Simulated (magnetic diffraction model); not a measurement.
## Solving a magnetic structure from powder neutron data: NdCr2Sn2

Space group I4/mmm (no. 139), a = 4.1770 Å, c = 11.9000 Å.

| site | atom | x | y | z |
| --- | --- | --- | --- | --- |
| 2a | Nd | 0 | 0 | 0 |
| 4e | Sn | 0 | 0 | 0.3819 |
| 4d | Cr | 1/2 | 0 | 1/4 |

This is a made-up structure (elements placed in a structure type, unrelaxed), so the numbers test the method and describe no known phase.

Only Nd is taken to order (form factors of Nd3+); orders and moment sizes are assumed, and not adapted to the symmetry. Radiation: neutrons of λ = 1.909 Å, 5° to 90°; isotropic B of 0.33 Å² (Nd), 0.42 Å² (Sn) and 0.36 Å² (Cr). The intensities are simulated: I ∝ L Σ (|F_N|² + |F_M⊥|²) for unpolarised neutrons, with F_M = 2.695 fm/μB × Σ f(s) S exp(2πi Q·r) exp(−B s²) at Q = H ± k (one set where k and −k are equivalent), only the part normal to Q counting and L = 1/(sin²θ cos θ). For collinear order S is the moment m, which repeats by lattice and centring translations R with the sign exp(−2πi k·R). Form factors are spin-only for 3d ions and dipole or tabulated for f ions, scattering lengths are Sears's of 1992, and absorption is left out. A label names one of the reflections at its angle. The strongest nuclear line in the range is 100, and lines under 0.2 are left out.

Above the ordering temperature:

| 2θ (°) | index | I |
| --- | --- | --- |
| 18.46 | (0 0 2) | 1.0 |
| 28.03 | (1 0 1) | 1.7 |
| 37.43 | (0 0 4) | 0.8 |
| 37.71 | (1 1 0) | 37.3 |
| 38.76 | (1 0 3) | 100.0 |
| 42.30 | (1 1 2) | 94.1 |
| 54.18 | (1 1 4) | 32.9 |
| 54.39 | (2 0 0) | 88.2 |
| 54.98 | (1 0 5) | 76.1 |
| 57.54 | (0 0 6) | 0.4 |
| 57.94 | (2 0 2) | 0.5 |
| 62.29 | (2 1 1) | 0.8 |
| 67.89 | (2 0 4) | 1.3 |
| 68.78 | (2 1 3) | 75.6 |
| 70.86 | (1 1 6) | 21.6 |
| 74.63 | (1 0 7) | 0.6 |
| 79.83 | (0 0 8) | 23.5 |
| 80.53 | (2 2 0) | 49.2 |
| 81.02 | (2 1 5) | 85.9 |
| 83.16 | (2 0 6) | 0.9 |
| 83.51 | (2 2 2) | 0.3 |
| 87.29 | (3 0 1) | 0.2 |

Below it (cell unchanged):

```
2θ (°)      I
  9.20    7.4
 18.46    1.0
 26.42   15.0
 27.85    0.8
 28.03    1.7
 32.42   13.8
 37.43    0.8
 37.71   37.3
 38.76  100.0
 38.90   12.6
 42.30   94.1
 46.40    3.8
 47.29    0.2
 47.52    5.9
 54.18   32.9
 54.39   88.2
 54.98   76.1
 55.29    6.0
 57.54    0.4
 57.94    0.5
 61.46    4.9
 62.00    2.2
 62.20    3.8
 62.29    0.8
 64.38    1.2
 64.76    8.0
 67.89    1.3
 68.78   75.6
 70.86   21.6
 74.22    4.8
 74.63    0.6
 74.90    1.9
 79.83   23.5
 80.53   49.2
 80.76    0.9
 81.02   85.9
```
(The table stops after 36 lines; 9 more lie at higher angle.)

**Question.** Find the propagation vector, then choose among these models:
A. collinear moments along [101], 2.3 μB on Nd
B. collinear moments along [010], 2.3 μB on Nd
C. collinear moments along [111], 2.3 μB on Nd

The new lines index as (0 0 1) at 9.20°, (1 0 0) at 26.42°, (0 0 3) at 27.85° and (1 0 2) at 32.42°, that is as H ± k with k = (1 0 0). The indices are whole but break the lattice centring, so the moments reverse under a centring translation, those with k·t a half-integer.

Magnetic intensity, observed (below minus above) and for each model:

| 2θ (°) | index | observed | A | B | C |
| --- | --- | --- | --- | --- | --- |
| 9.20 | (0 0 1) | 7.4 | 7.4 | 67.5 | 13.3 |
| 26.42 | (1 0 0) | 15.0 | 15.0 | 7.9 | 14.3 |
| 27.85 | (0 0 3) | 0.8 | 0.8 | 7.1 | 1.4 |
| 38.90 | (1 1 1) | 12.6 | 12.6 | 7.4 | 12.1 |
| 46.40 | (1 0 4) | 3.8 | 3.8 | 8.0 | 4.2 |
| 55.29 | (2 0 1) | 6.0 | 6.0 | 3.4 | 5.7 |
| 64.38 | (1 0 6) | 1.2 | 1.2 | 4.2 | 1.5 |
| 64.76 | (2 1 2) | 8.0 | 8.0 | 5.0 | 7.7 |

Model A matches.

The structure used: k = (1 0 0), collinear moments along [101], 2.3 μB on Nd.

[Logs are printed without paths, hosts, clocks, repeated set-up lines and the standing remarks that a program may print on its own settings, such as how far it seeks lower states.]
